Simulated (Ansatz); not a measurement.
**AlZnInSe2S2: complex band structure**

Wanted: the relaxed cell of AlZnInSe2S2, its band edges and its decay constants. It is built by putting In for part of the Al in the Al2ZnSe2S2 structure of space group C2, with the volume rescaled by atomic radii. The parent structure comes from the Materials Project.

Program: Ansatz 0.2.0. Level of theory: LDA DFT, plane waves, PAW files, in the first sound run; inputs show where later runs differ. Results are calculated unless marked as measured.

The structure was built from a prototype and need not be the compound's stable phase.

**1. Set-up**

Symmetry: C2, No. 5, monoclinic system. The conventional cell has a = 7.813 Å, b = 10.855 Å, c = 5.581 Å, α = 90.00°, β = 134.08°, γ = 90.00°. Al has 2 S at 2.33 Å and 2 Se at 2.46 Å nearest. Nearest to In lie 2 S at 2.32 Å and 2 Se at 2.45 Å. Zn has 2 S at 2.43 Å and 2 Se at 2.53 Å nearest. Nearest to Se lie 1 In at 2.45 Å and 1 Al at 2.46 Å and 1 Zn at 2.53 Å. S has 1 In at 2.32 Å and 1 Al at 2.33 Å and 1 Zn at 2.43 Å nearest. It derives from Al2ZnSe2S2. In for part of the Al in the Al2ZnSe2S2 structure of space group C2. Farther neighbours and most contacts between anions are not listed.

Structure file:

```cif
data_structure
_symmetry_space_group_name_H-M 'C2'
_symmetry_Int_Tables_number 5
_cell_length_a 7.8127
_cell_length_b 10.8548
_cell_length_c 5.5814
_cell_angle_alpha 90.000
_cell_angle_beta 134.082
_cell_angle_gamma 90.000
_cell_volume 340.01
loop_
_atom_site_label
_atom_site_type_symbol
_atom_site_symmetry_multiplicity
_atom_site_Wyckoff_symbol
_atom_site_fract_x
_atom_site_fract_y
_atom_site_fract_z
_atom_site_occupancy
Al1 Al 2 a 0.00000 0.50491 0.00000 1
In1 In 2 b 0.00000 0.74458 0.50000 1
Zn1 Zn 2 a 0.50000 0.50418 0.00000 1
Se1 Se 4 c 0.73186 0.86839 0.48817 1
S1 S 4 c 0.23629 0.62978 0.98783 1
```

**2. Cell and atoms at rest**

The substituted atoms don't fit the parent's cell, so cell and atoms relax together. A small smearing keeps the run stable in case the gap closes on the way.

input.yaml reads:

```yaml
crystal:
  lattice:
    - [3.9063544775, -5.4273938937, 0.0]
    - [3.9063544775, 5.4273938937, 0.0]
    - [-3.8829404861, 0.0, 4.0093347925]
  atoms:
    - { symbol: Al, position: [0.4950915, 0.5049085, 0.0] }
    - { symbol: In, position: [0.255416, 0.744584, 0.5] }
    - { symbol: Zn, position: [0.995824, 0.004176, 0.0] }
    - { symbol: Se, position: [0.86347, 0.600246, 0.488171] }
    - { symbol: Se, position: [0.399754, 0.13653, 0.511829] }
    - { symbol: S, position: [0.606509, 0.866065, 0.987827] }
    - { symbol: S, position: [0.133935, 0.393491, 0.012173] }
kpoints:
  mp_grid: { grid: [4, 4, 6] }
scf:
  occupations: { method: gaussian, width: 0.03 }
hamiltonian:
  xc: lda
output:
  forces: true
  stress: true
relax:
  f_tol: 0.02
  max_steps: 60
  cell: {}
```

Started as:

```
$ ansatz run input.yaml --threads 2 --pin off --max-ram 4096MiB --backend cpu --events-out ev --progress --plain --runs-dir out
```

Numbers of over 12 decimals in the logs are rounded to 6 here.

Output:

```text
Engine: ansatz 0.2.0, aarch64-unknown-linux-gnu
Pseudopotentials: kind: paw
Pseudopotential: Al, paw, valence charge 3, recommended cutoff 420 eV (normal), Al.paw.azcp
Pseudopotential: In, paw, valence charge 13, recommended cutoff 420 eV (normal), In.paw.azcp
Pseudopotential: Zn, paw, valence charge 12, recommended cutoff 420 eV (normal), Zn.paw.azcp
Pseudopotential: Se, paw, valence charge 16, recommended cutoff 420 eV (normal), Se.paw.azcp
Pseudopotential: S, paw, valence charge 6, recommended cutoff 420 eV (normal), S.paw.azcp
Functional definition: SPW92
  exchange = slater_x
  correlation = pw_c
Crystal: 7 atoms, lattice volume = 170.006 Å³
Basis set: ecut = 420 eV, 3335 PW (Γ)
Bands: 44, of which v1, the nominal top of the filled ones, is band 36 counted from 1 (35 counted from 0)
Symmetry: 2 space group operations
Space group: C2 (ITA 5), of the structure as read, at distance tolerance 5.5e-5 Å
k-points: 34 of 96 (time reversal used)
Non-local potential: Al, projectors of the file, l = 0: 2, l = 1: 2, l = 2: 1
Non-local potential: In, projectors of the file, l = 0: 2, l = 1: 2, l = 2: 2, l = 3: 2
Non-local potential: Zn, projectors of the file, l = 0: 2, l = 1: 2, l = 2: 3, l = 3: 1
Non-local potential: Se, projectors of the file, l = 0: 2, l = 1: 2, l = 2: 3, l = 3: 1
Non-local potential: S, projectors of the file, l = 0: 2, l = 1: 2, l = 2: 2
PAW form: soft (Blöchl's): semilocal exchange-correlation on the pseudo side does not see the compensation charge
PAW frozen core: Al, regenerated for the run's functional, and the local potential with it (the file was generated under x = pbe(κ = 0.804, μ = 0.219515), c = pbe(β = 0.066725))
PAW frozen core: In, regenerated for the run's functional, and the local potential with it (the file was generated under x = pbe(κ = 0.804, μ = 0.219515), c = pbe(β = 0.066725))
PAW frozen core: Zn, regenerated for the run's functional, and the local potential with it (the file was generated under x = pbe(κ = 0.804, μ = 0.219515), c = pbe(β = 0.066725))
PAW frozen core: Se, regenerated for the run's functional, and the local potential with it (the file was generated under x = pbe(κ = 0.804, μ = 0.219515), c = pbe(β = 0.066725))
PAW frozen core: S, regenerated for the run's functional, and the local potential with it (the file was generated under x = pbe(κ = 0.804, μ = 0.219515), c = pbe(β = 0.066725))
PAW one-centre angular grid: Al, 110 points (default); XC on 64 Gauss nodes
PAW one-centre angular grid: In, 590 points (default); XC on 64 Gauss nodes
PAW one-centre angular grid: Zn, 590 points (default); XC on 64 Gauss nodes
PAW one-centre angular grid: Se, 590 points (default); XC on 64 Gauss nodes
PAW one-centre angular grid: S, 110 points (default); XC on 64 Gauss nodes
Initial density: superposition of atomic densities (neutral atoms: chi_scale 0, normalization atom), corrected by the library's trained network
Initial wavefunctions: pseudopotential atomic-orbital guess
Functional: x = slater, c = lda
SCF iter   1: F=—  HF=-21726.441575 eV  |F-HF|=—  |Δ(HF+E_count)|=         —  Δρ=5.92e-3  dr2=5.02e-2  ethr=1.77e-3  ⟨swp⟩=7.6  Hψ=6666  notcnv=0  defer=7
preconditioner: auto → Resta (q_TF=auto, 2.364 Å⁻¹)  ε∞=4.2  [insulator: Δε(μ)=1.658 eV  Ē_g=11.537 eV  σ=0.030 eV  W_gap=1.00  n_scr=36 (ndim 8)  ℏωp=20.5 eV  f_vac=0.043  D(μ)=0.00/eV (n_scr^D=0)  ε∞_Penn≈4.2]
SCF iter   2: F=—  HF=-21726.428353 eV  |F-HF|=—  |Δ(HF+E_count)|=   1.32e-2  Δρ=2.74e-3  dr2=1.06e-2  ethr=6.97e-5  ⟨swp⟩=2.0  Hψ=2746  notcnv=0  defer=76
SCF iter   3: F=—  HF=-21726.425832 eV  |F-HF|=—  |Δ(HF+E_count)|=   2.52e-3  Δρ=1.05e-3  dr2=1.11e-3  ethr=1.48e-5  ⟨swp⟩=2.0  Hψ=2183  notcnv=0  defer=76
SCF iter   4: F=—  HF=-21726.425475 eV  |F-HF|=—  |Δ(HF+E_count)|=   3.56e-4  Δρ=3.81e-4  dr2=1.93e-4  ethr=1.54e-6  ⟨swp⟩=2.0  Hψ=1959  notcnv=0  defer=76
SCF iter   5: F=—  HF=-21726.425416 eV  |F-HF|=—  |Δ(HF+E_count)|=   5.90e-5  Δρ=1.01e-4  dr2=1.86e-5  ethr=2.68e-7  ⟨swp⟩=2.0  Hψ=1728  notcnv=0  defer=76
SCF iter   6: F=—  HF=-21726.425372 eV  |F-HF|=—  |Δ(HF+E_count)|=   4.41e-5  Δρ=2.84e-5  dr2=1.83e-6  ethr=2.59e-8  ⟨swp⟩=2.9  Hψ=2777  notcnv=0  defer=76
SCF iter   7: F=—  HF=-21726.425373 eV  |F-HF|=—  |Δ(HF+E_count)|=   2.27e-7  Δρ=7.96e-6  dr2=1.45e-7  ethr=2.54e-9  ⟨swp⟩=2.0  Hψ=2644  notcnv=0  defer=76
SCF iter   8: F=-21726.425373 eV  HF=-21726.425373 eV  |F-HF|=2.60e-9  |Δ(HF+E_count)|=   4.98e-8  Δρ=2.00e-6  dr2=8.35e-9  ethr=1.39e-10  ⟨swp⟩=4.0  Hψ=5242  notcnv=0
SCF 1 converged in 8 iterations: F = -21726.425373 eV  dr2 = 8.35e-9
  greatest PAW one-centre occupation: 1.000 electrons in one spin orbital (limit 2), on the Se atom at site 3 (counted from 0), in its partial waves of l = 2
relax step   1: F+E_penalty+E_count = -21726.42537265 eV  Δ(F+E_penalty+E_count) = +0.000e0 eV  max|allowed force component| = 1.586e0 eV/Å  Δτ_max = 0.0000 Å  P = -0.402 GPa  Ω = 170.006 Å³  (8 SCF iters, dr2 threshold 1.00e-7 eV, accepted)
Crystal: 7 atoms, lattice volume = 161.513 Å³
Basis set: ecut = 420 eV, 3139 PW (Γ)
Initial density: handed on by an earlier stage of this run
Initial wavefunctions: those handed on with the density
iter 1 solved again at ethr=1.92e-4 eV; its pass at ethr=3.10e-3 eV (dr2=1.38e-1 eV) is discarded
SCF iter   1: F=—  HF=-21727.085590 eV  |F-HF|=—  |Δ(HF+E_count)|=         —  Δρ=9.87e-3  dr2=1.41e-1  ethr=1.92e-4  ⟨swp⟩=1.9  Hψ=7523  notcnv=0
preconditioner: auto → Resta (q_TF=auto, 2.385 Å⁻¹)  ε∞=4.3  [insulator: Δε(μ)=1.554 eV  Ē_g=11.583 eV  σ=0.030 eV  W_gap=1.00  n_scr=36 (ndim 8)  ℏωp=21.1 eV  f_vac=0.011  D(μ)=0.00/eV (n_scr^D=0)  ε∞_Penn≈4.3]
SCF iter   2: F=—  HF=-21727.046412 eV  |F-HF|=—  |Δ(HF+E_count)|=   3.92e-2  Δρ=4.82e-3  dr2=2.93e-2  ethr=1.92e-4  ⟨swp⟩=2.8  Hψ=2039  notcnv=0
SCF iter   3: F=—  HF=-21727.038528 eV  |F-HF|=—  |Δ(HF+E_count)|=   7.88e-3  Δρ=8.74e-4  dr2=1.32e-3  ethr=4.07e-5  ⟨swp⟩=3.0  Hψ=3071  notcnv=0
SCF iter   4: F=—  HF=-21727.038333 eV  |F-HF|=—  |Δ(HF+E_count)|=   1.96e-4  Δρ=3.60e-4  dr2=2.28e-4  ethr=1.83e-6  ⟨swp⟩=2.0  Hψ=2811  notcnv=0  defer=1
SCF iter   5: F=—  HF=-21727.038201 eV  |F-HF|=—  |Δ(HF+E_count)|=   1.32e-4  Δρ=1.67e-4  dr2=3.64e-5  ethr=3.17e-7  ⟨swp⟩=2.0  Hψ=2719  notcnv=0  defer=1
SCF iter   6: F=—  HF=-21727.038191 eV  |F-HF|=—  |Δ(HF+E_count)|=   1.00e-5  Δρ=8.58e-5  dr2=1.09e-5  ethr=5.06e-8  ⟨swp⟩=2.0  Hψ=2070  notcnv=0  defer=1
SCF iter   7: F=—  HF=-21727.038189 eV  |F-HF|=—  |Δ(HF+E_count)|=   1.94e-6  Δρ=3.57e-5  dr2=2.27e-6  ethr=1.52e-8  ⟨swp⟩=2.0  Hψ=1701  notcnv=0  defer=1
SCF iter   8: F=-21727.038189 eV  HF=-21727.038189 eV  |F-HF|=7.86e-8  |Δ(HF+E_count)|=   2.43e-7  Δρ=8.87e-6  dr2=1.44e-7  ethr=9.72e-10  ⟨swp⟩=4.2  Hψ=4914  notcnv=0
SCF 2 converged in 8 iterations: F = -21727.038189 eV  dr2 = 1.44e-7
  greatest PAW one-centre occupation: 1.000 electrons in one spin orbital (limit 2), on the Se atom at site 4 (counted from 0), in its partial waves of l = 2
relax step   2: F+E_penalty+E_count = -21727.03818861 eV  Δ(F+E_penalty+E_count) = -6.128e-1 eV  max|allowed force component| = 3.665e-1 eV/Å  Δτ_max = 0.1991 Å  P = -1.096 GPa  Ω = 161.513 Å³  energy of the carried Pulay correction = +1.719e-3 eV  (8 SCF iters, dr2 threshold 7.00e-7 eV, accepted)
Crystal: 7 atoms, lattice volume = 157.798 Å³
Basis set: ecut = 420 eV, 3047 PW (Γ)
iter 1 solved again at ethr=2.11e-5 eV; its pass at ethr=3.10e-3 eV (dr2=1.52e-2 eV) is discarded
SCF iter   1: F=—  HF=-21727.102011 eV  |F-HF|=—  |Δ(HF+E_count)|=         —  Δρ=3.43e-3  dr2=1.54e-2  ethr=2.11e-5  ⟨swp⟩=2.8  Hψ=8285  notcnv=0
preconditioner: auto → Resta (q_TF=auto, 2.394 Å⁻¹)  ε∞=4.4  [insulator: Δε(μ)=1.608 eV  Ē_g=11.646 eV  σ=0.030 eV  W_gap=1.00  n_scr=36 (ndim 8)  ℏωp=21.3 eV  f_vac=0.008  D(μ)=0.00/eV (n_scr^D=0)  ε∞_Penn≈4.4]
SCF iter   2: F=—  HF=-21727.098082 eV  |F-HF|=—  |Δ(HF+E_count)|=   3.93e-3  Δρ=1.80e-3  dr2=4.24e-3  ethr=2.11e-5  ⟨swp⟩=2.3  Hψ=1917  notcnv=0
SCF iter   3: F=—  HF=-21727.096839 eV  |F-HF|=—  |Δ(HF+E_count)|=   1.24e-3  Δρ=2.73e-4  dr2=1.70e-4  ethr=5.89e-6  ⟨swp⟩=2.4  Hψ=2238  notcnv=0
SCF iter   4: F=—  HF=-21727.096811 eV  |F-HF|=—  |Δ(HF+E_count)|=   2.73e-5  Δρ=3.24e-4  dr2=1.01e-4  ethr=2.36e-7  ⟨swp⟩=2.7  Hψ=2746  notcnv=0
SCF iter   5: F=—  HF=-21727.096750 eV  |F-HF|=—  |Δ(HF+E_count)|=   6.14e-5  Δρ=6.80e-5  dr2=6.39e-6  ethr=1.40e-7  ⟨swp⟩=2.1  Hψ=2075  notcnv=0
SCF iter   6: F=-21727.096748 eV  HF=-21727.096748 eV  |F-HF|=1.24e-7  |Δ(HF+E_count)|=   1.69e-6  Δρ=1.48e-5  dr2=5.21e-7  ethr=9.72e-10  ⟨swp⟩=3.9  Hψ=6510  notcnv=0
SCF 3 converged in 6 iterations: F = -21727.096748 eV  dr2 = 5.21e-7
relax step   3: F+E_penalty+E_count = -21727.09674825 eV  Δ(F+E_penalty+E_count) = -5.856e-2 eV  max|allowed force component| = 2.471e-1 eV/Å  Δτ_max = 0.0837 Å  P = -0.177 GPa  Ω = 157.798 Å³  energy of the carried Pulay correction = +2.498e-3 eV  (6 SCF iters, dr2 threshold 7.00e-7 eV, accepted)
[...]
relax step   4: F+E_penalty+E_count = -21727.10614493 eV  Δ(F+E_penalty+E_count) = -9.397e-3 eV  max|allowed force component| = 8.110e-2 eV/Å  Δτ_max = 0.0243 Å  P = +0.107 GPa  Ω = 157.131 Å³  energy of the carried Pulay correction = +2.640e-3 eV  (5 SCF iters, dr2 threshold 7.00e-7 eV, accepted)
[...]
relax step   5: F+E_penalty+E_count = -21727.10805665 eV  Δ(F+E_penalty+E_count) = -1.912e-3 eV  max|allowed force component| = 2.491e-2 eV/Å  Δτ_max = 0.0150 Å  P = -0.021 GPa  Ω = 157.834 Å³  energy of the carried Pulay correction = +2.491e-3 eV  (6 SCF iters, dr2 threshold 4.11e-7 eV, accepted)
[...]
relax step   6: F+E_penalty+E_count = -21727.10820023 eV  Δ(F+E_penalty+E_count) = -1.436e-4 eV  max|allowed force component| = 6.039e-3 eV/Å  Δτ_max = 0.0028 Å  P = +0.002 GPa  Ω = 157.716 Å³  energy of the carried Pulay correction = +2.516e-3 eV  (5 SCF iters, dr2 threshold 3.88e-8 eV, accepted)
Initial wavefunctions: pseudopotential atomic-orbital guess (no wavefunctions were taken with the density)
iter 1 solved again at ethr=1.07e-7 eV; its pass at ethr=3.10e-3 eV (dr2=7.69e-5 eV) is discarded
SCF iter   1: F=—  HF=-21727.106184 eV  |F-HF|=—  |Δ(HF+E_count)|=         —  Δρ=1.64e-4  dr2=2.24e-6  ethr=1.07e-7  ⟨swp⟩=3.1  Hψ=10334  notcnv=0
preconditioner: auto → Resta (q_TF=auto, 2.394 Å⁻¹)  ε∞=4.3  [insulator: Δε(μ)=1.597 eV  Ē_g=11.652 eV  σ=0.030 eV  W_gap=1.00  n_scr=36 (ndim 8)  ℏωp=21.3 eV  f_vac=0.010  D(μ)=0.00/eV (n_scr^D=0)  ε∞_Penn≈4.3]
SCF iter   2: F=—  HF=-21727.106194 eV  |F-HF|=—  |Δ(HF+E_count)|=   1.00e-5  Δρ=9.24e-5  dr2=1.95e-6  ethr=3.11e-9  ⟨swp⟩=2.0  Hψ=2720  notcnv=0
SCF iter   3: F=—  HF=-21727.106203 eV  |F-HF|=—  |Δ(HF+E_count)|=   8.71e-6  Δρ=2.92e-5  dr2=1.10e-7  ethr=2.71e-9  ⟨swp⟩=2.0  Hψ=1883  notcnv=0
SCF iter   4: F=—  HF=-21727.106204 eV  |F-HF|=—  |Δ(HF+E_count)|=   9.29e-7  Δρ=5.76e-6  dr2=2.24e-8  ethr=1.52e-10  ⟨swp⟩=2.0  Hψ=2095  notcnv=0
SCF iter   5: F=—  HF=-21727.106204 eV  |F-HF|=—  |Δ(HF+E_count)|=   8.42e-9  Δρ=1.34e-6  dr2=9.42e-10  ethr=3.10e-11  ⟨swp⟩=2.0  Hψ=2719  notcnv=0
SCF iter   6: F=—  HF=-21727.106204 eV  |F-HF|=—  |Δ(HF+E_count)|=   1.92e-9  Δρ=6.00e-7  dr2=2.33e-10  ethr=1.31e-12  ⟨swp⟩=3.0  Hψ=3131  notcnv=0
SCF iter   7: F=-21727.106204 eV  HF=-21727.106204 eV  |F-HF|=7.28e-12  |Δ(HF+E_count)|=  1.60e-10  Δρ=1.11e-7  dr2=6.17e-12  ethr=1.00e-12  ⟨swp⟩=4.0  Hψ=5304  notcnv=0
SCF 7 converged in 7 iterations: F = -21727.106204 eV  dr2 = 6.17e-12
relax step   7: F+E_penalty+E_count = -21727.10620387 eV  Δ(F+E_penalty+E_count) = +1.996e-3 eV  max|allowed force component| = 6.096e-3 eV/Å  Δτ_max = 0.0000 Å  P = -0.004 GPa  Ω = 157.716 Å³  stress off target by 1.60e-2 GPa  SCF on the basis re-selected at this cell (its energy is not comparable with the rows above)  (7 SCF iters)
basis re-selected at this cell: Δ(F+E_penalty+E_count) = +1.996e-3 eV, ΔP = -0.006 GPa vs the last step (what re-selecting the basis moved, of the pressure what is left beyond the Pulay correction that the steps carried, after the strain that the cell walked since its last selection, with what the two solves' SCF thresholds leave and, on support functions, any second-order correction that the steps lacked; it is no measure of the basis error at this ecutwfc). The dense FFT grid was sized anew with the basis: this SCF ran on 45×45×36 points, the steps before it on 45×45×40, so part of this shift can come from that change (see relax.cell in the input reference). [rest of the remark cut]
SCF converged after 7 iterations
Free energy (F): -21727.106204 eV
Harris-Foulkes:  -21727.106204 eV  (|F-HF|=7.28e-12)
Internal energy: -21727.106204 eV  (E = F + TS)
E sigma→0 (E₀):  -21727.106204 eV
Fermi energy:    7.110474 eV
--- Per-component energies (eV) ---
  E_band       = -856.042700
  E_kinetic    = 854.750280
  E_local      = -9216.324590  (includes V_loc(G=0)·N_el)
  E_nonlocal   = -121.133431
  E_hartree    = 4237.572872
  E_xc         = -789.106798
  E_vxc        = -557.795103  (∫ρ·V_xc dr)
  E_paw        = -11007.534139  (= ΣΔE_a)
  E_vpaw       = -290.684051  (= ΣTr[D̂ρ^β])
  E_aug_tail   = -0.001536  (compensation charges beyond the density's cutoff)
  E_ewald      = -5691.967375
  E_core_change = 6.638514  (= ΣΔE_core)
  E_smearing   = -0.000000  (= −TS)
  E_closure    = -0.000000  (closes the sum)
  Σ components = -21727.106204   (vs F -21727.106204, Δ=0.00e0)
--- Forces (eV/Å), atoms counted from 1 ---
  atom   1  Al     0.00000000     0.00089867     0.00000000
  atom   2  In     0.00000000     0.00338413    -0.00000000
  atom   3  Zn     0.00000000     0.00609535     0.00000000
  atom   4  Se     0.00085456    -0.00115794    -0.00015149
  atom   5  Se    -0.00085456    -0.00115794     0.00015149
  atom   6  S     -0.00171923    -0.00403262     0.00191273
  atom   7  S      0.00171923    -0.00403262    -0.00191273
  max |Σ_I F_I| component: 2.97e-6 eV/Å
--- Stress (GPa, compression-positive) ---
        0.003220      -0.000000       0.001936
       -0.000000      -0.016010       0.000000
        0.001936       0.000000       0.001897
  P = ⅓ Tr σ = -0.0036 GPa (-0.036 kbar)
--- Relaxed structure (6 steps of the walk, 6 accepted, 1 SCFs on fresh bases) ---
  F+E_penalty+E_count = -21727.10620387 eV   max|allowed force component| = 6.096e-3 eV/Å   (the final SCF, on the basis selected at the relaxed cell)
  cell:  # Å, volume = 157.7160 Å³
    - [3.760279, -5.504038, -0.010219]
    - [3.760279, 5.504038, -0.010219]
    - [-3.748229, 6.087771939795505e-18, 3.820355]
  atoms:
    - { symbol: Al, position: [0.495209, 0.504791, -4.336808689942018e-19] }
    - { symbol: In, position: [0.252851, 0.747149, 0.500000] }
    - { symbol: Zn, position: [0.995235, 0.0047651, 0.0] }
    - { symbol: Se, position: [0.838893, 0.585583, 0.493314] }
    - { symbol: Se, position: [0.414417, 0.161107, 0.506686] }
    - { symbol: S, position: [0.641861, 0.888466, 1.040262] }
    - { symbol: S, position: [0.111534, 0.358139, -0.040262] }
```

It took 67 s on 2 threads of Arm Neoverse V2, shared host; peak memory 0.54 GiB; 2.2 min of CPU time.

Relaxation path:

```csv
step,energy less that of the first step (eV),largest force component (eV/Å),pressure (GPa),volume (Å³)
1,0.0000,1.5864,-0.40,170.01
2,-0.6128,0.3665,-1.10,161.51
3,-0.6714,0.2471,-0.18,157.80
4,-0.6808,0.0811,0.11,157.13
5,-0.6827,0.0249,-0.02,157.83
6,-0.6828,0.0060,0.00,157.72
7*,-0.6808,0.0061,0.00,157.72
```

Relaxation steps marked * repeat the geometry before them on a plane-wave basis chosen anew for their cell, so energy and pressure can jump there.

Forces are held to the 2 operations that the run works with; a distortion that breaks them can't arise in this run.

```csv
cell as run,before,after,change
a (Å),6.687,6.666,-0.3 %
b (Å),6.687,6.666,-0.3 %
c (Å),5.581,5.352,-4.1 %
α (°),113.98,113.34,-0.6 %
β (°),113.98,113.34,-0.6 %
γ (°),108.51,111.32,+2.6 %
volume (Å³/atom),24.29,22.53,-7.2 %
```

The atoms that moved most (Å, as changes of fractional coordinates times the final cell):

```csv
atom,dx,dy,dz,length
S7,-0.021,-0.071,-0.200,0.213
S6,0.021,-0.071,0.200,0.213
Se4,-0.167,0.055,0.020,0.177
Se5,0.167,0.055,-0.020,0.177
In2,0.000,0.028,0.000,0.028
Zn3,0.000,0.006,0.000,0.006
```

This step gave:

* free energy: -21727.1062 eV
* Fermi energy: 7.110 eV
* pressure: -0.003631 GPa

The largest force component on a free atom ends at 0.0061 eV/Å.

(Continued in part 2 of 2.)

[Logs are printed without paths, hosts, clocks, repeated set-up lines and the standing remarks that a program may print on its own settings, such as how far it seeks lower states.]

[Hosts, paths, dates, database ids (printed as entryN), source tags and the programs' standing remarks are cut or masked in the printed files.]
